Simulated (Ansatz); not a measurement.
# PbO2 (PbO2, Fm-3m): phonons and vibrational spectra

How does PbO2 (PbO2, Fm-3m) vibrate, and is this structure a minimum?

Method: DFT PBEsol, scalar-relativistic, plane waves, PAW; PAW set soft_1, in Ansatz 0.2.0.

The database entry behind the starting cell lists a pressure of 16.0 GPa, so it need not match the best structure at ambient conditions.

## Step 1: The structure

Symmetry: Fm-3m, No. 225, cubic system. Conventional cell: a = 5.140 Å, b = 5.140 Å, c = 5.140 Å, α = 90.00°, β = 90.00°, γ = 90.00°. Nearest to Pb lie 8 O at 2.23 Å. Nearest to O lie 4 Pb at 2.23 Å. Farther neighbours and most contacts between anions are not listed.

## Step 2: Coarse relaxation

The start is far from rest, so a relaxation with loose tolerances brings it close first.

File input.yaml:

```yaml
crystal:
  lattice:
    - [0.0, 2.57, 2.57]
    - [2.57, 0.0, 2.57]
    - [2.57, 2.57, 0.0]
  atoms:
    - { symbol: Pb, position: [0.0, 0.0, 0.0] }
    - { symbol: O, position: [0.25, 0.25, 0.25] }
    - { symbol: O, position: [0.75, 0.75, 0.75] }
kpoints:
  mp_grid: { grid: [6, 6, 6] }
hamiltonian:
  xc: pbesol
  pseudopotentials: { kind: paw, azcp: { folder: soft_1 }, xc_functional: pbe }
scf:
  occupations: { method: gaussian, width: 0.1 }
output:
  forces: true
  stress: true
  eigenvalues: true
relax:
  adjacent_minimum: "off"
  f_tol: 0.05
  max_steps: 80
  cell: { stress_tol: 0.5 }
```

On the command line:

```
ansatz run input.yaml --threads 4 --pin off --max-ram 10240MiB --backend cpu --events-out ev --progress --plain --runs-dir out
```

Numbers of over 12 decimals in the logs are rounded to 6 here.

The log of the run:

```text
The last accepted step is kept in <dir> (removed where the run ends without a failure and the disk answers)
Engine: ansatz 0.2.0, aarch64-unknown-linux-gnu
Pseudopotentials: kind: paw
Pseudopotential: Pb, paw, valence charge 14, recommended cutoff 420 eV (normal), soft_1/Pb.paw.azcp
Pseudopotential: O, paw, valence charge 6, recommended cutoff 420 eV (normal), soft_1/O.paw.azcp
Functional definition: PBEsol
[...]
--- Relaxed structure (4 steps of the walk, 4 accepted, 2 SCFs on fresh bases) ---
  F+E_penalty+E_count = -12876.11185139 eV   max|allowed force component| = 1.079e-16 eV/Å   (the final SCF, on the basis selected at the relaxed cell)
  cell:  # Å, volume = 37.7714 Å³
    - [0, 2.663040, 2.663040]
    - [2.663040, 0, 2.663040]
    - [2.663040, 2.663040, 0]
  atoms:
    - { symbol: Pb, position: [0, 0, 0] }
    - { symbol: O, position: [0.25, 0.25, 0.25] }
    - { symbol: O, position: [0.75, 0.75, 0.75] }
[key lines of the parts left out:]
SCF converged after 4 iterations
Free energy (F): -12876.111851 eV
Fermi energy:    10.460630 eV
P = ⅓ Tr σ = 0.0295 GPa (0.295 kbar)
```

Wall time 2 s (4 threads of Arm Neoverse V1, shared host); peak memory 0.29 GiB; 6 s of CPU time.

Step by step:

```csv
step,energy less that of the first step (eV),largest force component (eV/Å),pressure (GPa),volume (Å³)
1,0.0000,0.0000,21.65,33.95
2,-0.2114,0.0000,-1.44,37.93
3,-0.2136,0.0000,-0.24,37.65
4*,-0.2324,0.0000,0.52,37.65
5,-0.2323,0.0000,0.03,37.77
6*,-0.2325,0.0000,0.03,37.77
```

Relaxation steps marked * repeat the geometry before them on a plane-wave basis chosen anew for their cell, so energy and pressure can jump there.

The run keeps the 48 symmetry operations that it works with, so distortions that break them were not tested.

```csv
"conventional cell, symmetrised",before,after,change
a (Å),5.140,5.326,+3.6 %
b (Å),5.140,5.326,+3.6 %
c (Å),5.140,5.326,+3.6 %
volume (Å³/atom),11.32,12.59,+11.3 %
```

The relaxed structure:

```xyz
3
Lattice="0.0000 2.6630 2.6630 2.6630 0.0000 2.6630 2.6630 2.6630 0.0000" Properties=species:S:1:pos:R:3 pbc="T T T"
Pb    0.0000    0.0000    0.0000
O     1.3315    1.3315    1.3315
O     3.9946    3.9946    3.9946
```

This step gave:

```
pressure          : 0.02951 GPa
volume per atom   : 12.59 Å³
gap on the k-mesh : 0 eV
```

In this step the volume went from 11.32 to 12.59 Å³/atom.

## Step 3: Relaxation

The cell and atoms are relaxed, since residual forces and stress would shift the frequencies.

input.yaml, the sections that differ from step 2:

```yaml
crystal:
  lattice:
    - [0.0, 2.6630401718, 2.6630401718]
    - [2.6630401718, 0.0, 2.6630401718]
    - [2.6630401718, 2.6630401718, 0.0]
  atoms:
    - { symbol: Pb, position: [0.0, 0.0, 0.0] }
    - { symbol: O, position: [0.25, 0.25, 0.25] }
    - { symbol: O, position: [0.75, 0.75, 0.75] }
kpoints:
  mp_grid: { grid: [14, 14, 14] }
relax:
  adjacent_minimum: "off"
  f_tol: 0.005
  max_steps: 80
  cell: { stress_tol: 0.05 }
# hamiltonian, scf, output: as in step 2
```

The log of the run:

```text
[...]
Crystal: 3 atoms, lattice volume = 37.771 Å³
Basis set: ecut = 420 eV, 725 PW (Γ), exchange–correlation on 54×54×54 points (8 copies of the dense FFT grid, shifted against one another)
Bands: 17, of which v1, the nominal top of the filled ones, is band 13 counted from 1 (12 counted from 0)
Symmetry: 48 space group operations
[...]
k-points: 104 of 2744
[...]
k-point 103: bands = [... 9 lower, 7.1281, 8.1009, 9.8973, 10.3465, 12.7413, 18.6019, 19.3485, 19.5633]
--- Relaxed structure (2 steps of the walk, 2 accepted, 1 SCFs on fresh bases) ---
[...]
cell:  # Å, volume = 37.8438 Å³
    - [0, 2.664742, 2.664742]
    - [2.664742, 0, 2.664742]
    - [2.664742, 2.664742, 0]
  atoms:
    - { symbol: Pb, position: [0, 0, 0] }
    - { symbol: O, position: [0.250000, 0.250000, 0.250000] }
    - { symbol: O, position: [0.750000, 0.750000, 0.750000] }
[key lines of the parts left out:]
SCF converged after 5 iterations
Free energy (F): -12876.111715 eV
Fermi energy:    10.336786 eV
P = ⅓ Tr σ = -0.0395 GPa (-0.395 kbar)
```

Run time: 3.7 s. Hardware: 4 threads; peak memory 0.37 GiB; 14 s of CPU time.

Little changed from the start: no atom moved by 0.005 Å and no cell edge by 0.1 %.

Numbers from this step:

```
pressure        : -0.03951 GPa
volume per atom : 12.61 Å³
```

In this step the volume went from 12.59 to 12.61 Å³/atom.

## Step 4: Tight relaxation

Phonons need a cell at rest on their own settings, so the relaxation is repeated with tight tolerances on forces and stress on the k mesh and occupations of the first response run.

input.yaml, the sections that differ from step 3:

```yaml
crystal:
  lattice:
    - [0.0, 2.6647415015, 2.6647415015]
    - [2.6647415015, 0.0, 2.6647415015]
    - [2.6647415015, 2.6647415015, 0.0]
  atoms:
    - { symbol: Pb, position: [0.0, 0.0, 0.0] }
    - { symbol: O, position: [0.25, 0.25, 0.25] }
    - { symbol: O, position: [0.75, 0.75, 0.75] }
kpoints:
  mp_grid: { grid: [16, 16, 16] }
scf:
  occupations: { method: methfessel_paxton, width: 0.2 }
relax:
  adjacent_minimum: "off"
  f_tol: 0.001
  max_steps: 60
  cell: { stress_tol: 0.01 }
# hamiltonian, output: as in step 3
```

The log of the run:

```text
[...]
Crystal: 3 atoms, lattice volume = 37.844 Å³
Basis set: ecut = 420 eV, 725 PW (Γ), exchange–correlation on 54×54×54 points (8 copies of the dense FFT grid, shifted against one another)
Bands: 17, of which v1, the nominal top of the filled ones, is band 13 counted from 1 (12 counted from 0)
Symmetry: 48 space group operations
[...]
k-points: 145 of 4096
[...]
k-point 144: bands = [... 9 lower, 7.6072, 7.6072, 9.8958, 10.3560, 12.7806, 19.0910, 19.0910, 19.3383]
--- Relaxed structure (2 steps of the walk, 2 accepted, 1 SCFs on fresh bases) ---
[...]
cell:  # Å, volume = 37.8316 Å³
    - [0, 2.664455, 2.664455]
    - [2.664455, 0, 2.664455]
    - [2.664455, 2.664455, 0]
  atoms:
    - { symbol: Pb, position: [0, 0, 0] }
    - { symbol: O, position: [0.250000, 0.250000, 0.250000] }
    - { symbol: O, position: [0.750000, 0.750000, 0.750000] }
[key lines of the parts left out:]
SCF converged after 6 iterations
Free energy (F): -12876.109668 eV
Fermi energy:    10.316335 eV
P = ⅓ Tr σ = 0.0070 GPa (0.070 kbar)
```

Wall time 5.2 s (4 threads); peak memory 0.39 GiB; 19 s of CPU time.

Little changed from the start: no atom moved by 0.005 Å and no cell edge by 0.1 %.

This step gave:

```yaml
pressure: 0.006974 GPa
```

The forces vanish by symmetry and the pressure is 0.007 GPa, within the tolerances set. The cell now holds 12.61 Å³/atom.

## Step 5: Linear response at the zone centre

The zone centre comes first: it holds the modes that light can see, as far as symmetry allows. No field response is asked, since the mesh shows no gap.

input.yaml, the sections that differ from step 4:

```yaml
crystal:
  lattice:
    - [0.0, 2.6644545098, 2.6644545098]
    - [2.6644545098, 0.0, 2.6644545098]
    - [2.6644545098, 2.6644545098, 0.0]
  atoms:
    - { symbol: Pb, position: [0.0, 0.0, 0.0] }
    - { symbol: O, position: [0.25, 0.25, 0.25] }
    - { symbol: O, position: [0.75, 0.75, 0.75] }
output:
  eigenvalues: true
phonons:
  method: dfpt
# kpoints, hamiltonian, scf: as in step 4
# relax: removed
```

The log of the run:

```text
zone centre: on kpoints.mp_grid the ground state, and the responses unless they are solved on pairs of k-points, stand on 349 of the mesh's 4096 k-points, reduced under 8 symmetry operations, with k and −k counted as one. Each operation leaves every solved displacement unchanged or reverses it
[...]
Crystal: 3 atoms, lattice volume = 37.832 Å³
Basis set: ecut = 420 eV, 725 PW (Γ), exchange–correlation on 54×54×54 points (8 copies of the dense FFT grid, shifted against one another)
Bands: 17, of which v1, the nominal top of the filled ones, is band 13 counted from 1 (12 counted from 0)
Symmetry: 48 space group operations
k-points: 349 of 4096 (irreducible under 8 space group operations, time reversal used)
[...]
SCF iter   1: F=—  HF=-12876.463704 eV  |F-HF|=—  |Δ(HF+E_count)|=         —  Δρ=6.71e-2  dr2=1.49e0  ethr=3.10e-3  ⟨swp⟩=6.0  Hψ=31046  notcnv=0
[...]
SCF iter  11: F=-12876.109668 eV  HF=-12876.109668 eV  |F-HF|=5.46e-12  |Δ(HF+E_count)|=  1.55e-10  S|Δr|=    0.00e0  Δρ=9.33e-8  dr2=1.75e-12  ethr=1.00e-12  ⟨swp⟩=8.6  Hψ=34810  notcnv=0
SCF 1 converged in 11 iterations: F = -12876.109668 eV  dr2 = 1.75e-12
[...]
DFPT response loops at Γ: preconditioner auto → Kerker (q_TF=auto, 2.563 Å⁻¹) (partly filled bands, converged f_vac=0.050); β = 1.00, the filter's whole step (`scf.mixing.beta` (0.50) is not read by the response loops under this deck's `scf.mixing.preconditioner`; to damp them name `kerker` or `kerker_dos`, under which they read `scf.mixing.beta`, and type it under 1.00, their step now; both keys bind the ground state too); Broyden in place of MSR1
SCF converged after 11 iterations
[...]
Free energy (F): -12876.109668 eV
[...]
Internal energy: -12876.113667 eV  (E = F + TS)
E sigma→0 (E₀):  -12876.110668 eV
Entropy (-TS):   0.003999 eV (1.333 meV/atom)
Fermi energy:    10.316335 eV
[...]
--- Band table (eV; the first three rows and the last of 349) ---
  k-point 0: bands = [... 9 lower, 8.2828, 8.2828, 9.0344, 9.0344, 9.0344, 17.3128, 17.3128, 17.3128]
  k-point 1: bands = [... 9 lower, 8.2418, 8.2418, 9.0304, 9.0304, 9.5626, 17.2046, 17.4013, 17.4013]
  k-point 2: bands = [... 9 lower, 8.1294, 8.1294, 9.0162, 9.0162, 10.3742, 16.9998, 17.6569, 17.6569]
  k-point 348: bands = [... 9 lower, 7.6072, 7.6072, 9.8958, 10.3560, 12.7806, 19.0910, 19.0910, 19.3383]
--- Phonons (Γ-DFPT): 2 representative perturbations + reference, on 349 of 4096 k-points (Σ response iterations 7) ---
  k mesh reduced under 8 symmetry operations, with k and −k counted as one. Each operation leaves every solved displacement unchanged or reverses it
  ASR residual: 2.789e-5 → 0.000e0 eV/Å²; symmetrization residual: 3.011e-6 eV/Å²
  ASR residual per site (eV/Å²): 4.82e-6 2.79e-5 2.79e-5
  Γ frequencies (cm⁻¹): 0.00 0.00 0.00 263.89 263.89 263.89 431.57 431.57 431.57
  non-analytic LO–TO correction: not included (Born effective charges unavailable; polar crystals: no LO–TO splitting at Γ)
```

It took 20 s on 4 threads; peak memory 0.91 GiB.

Reading the cycles: dr2 is the Hartree energy of the density residual (eV), the measure of convergence; HF is the Harris–Foulkes estimate of the energy, which meets the free energy F at convergence.

Numbers from this step:

* sum-rule residual before enforcement: 2.79e-5 eV/Å²
* point group: m-3m
* highest optical mode at the zone centre (no LO-TO term): 431.6 cm⁻¹
* lowest optical zone-centre mode: 263.9 cm⁻¹

Patterns of degenerate modes are one choice out of their space. Modes at Γ, with each element's share of the kinetic energy:

```csv
mode,frequency (cm⁻¹),symmetry,Pb %,O %
1,0.0,acoustic,87,13
2,0.0,acoustic,87,13
3,0.0,acoustic,87,13
4,263.9,T1u,13,87
5,263.9,T1u,13,87
6,263.9,T1u,13,87
7,431.6,T2g,0,100
8,431.6,T2g,0,100
9,431.6,T2g,0,100
```

Displacements in mode 6 (263.9 cm⁻¹), the largest set to 1:
```
Pb1  0.00  0.00 -0.15
O2   0.00  0.00  1.00
O3   0.00  0.00  1.00
```

Displacements in mode 7 (431.6 cm⁻¹), the largest set to 1:
```
Pb1  0.00  0.00  0.00
O2   0.35 -0.58 -1.00
O3  -0.35  0.58  1.00
```

Before it was imposed, the acoustic sum rule was missed by 2.8e-5 eV/Å². Small misses are needed for a sound result but don't prove that mesh and cutoff are converged. The lowest optical mode is real, 264 cm⁻¹.

(Part 1 of 2 ends here.)

[Logs are printed without paths, hosts, clocks, repeated set-up lines and the standing remarks that a program may print on its own settings, such as how far it seeks lower states.]

[Hosts, paths, dates, database ids (printed as entryN), source tags and the programs' standing remarks are cut or masked in the printed files.]
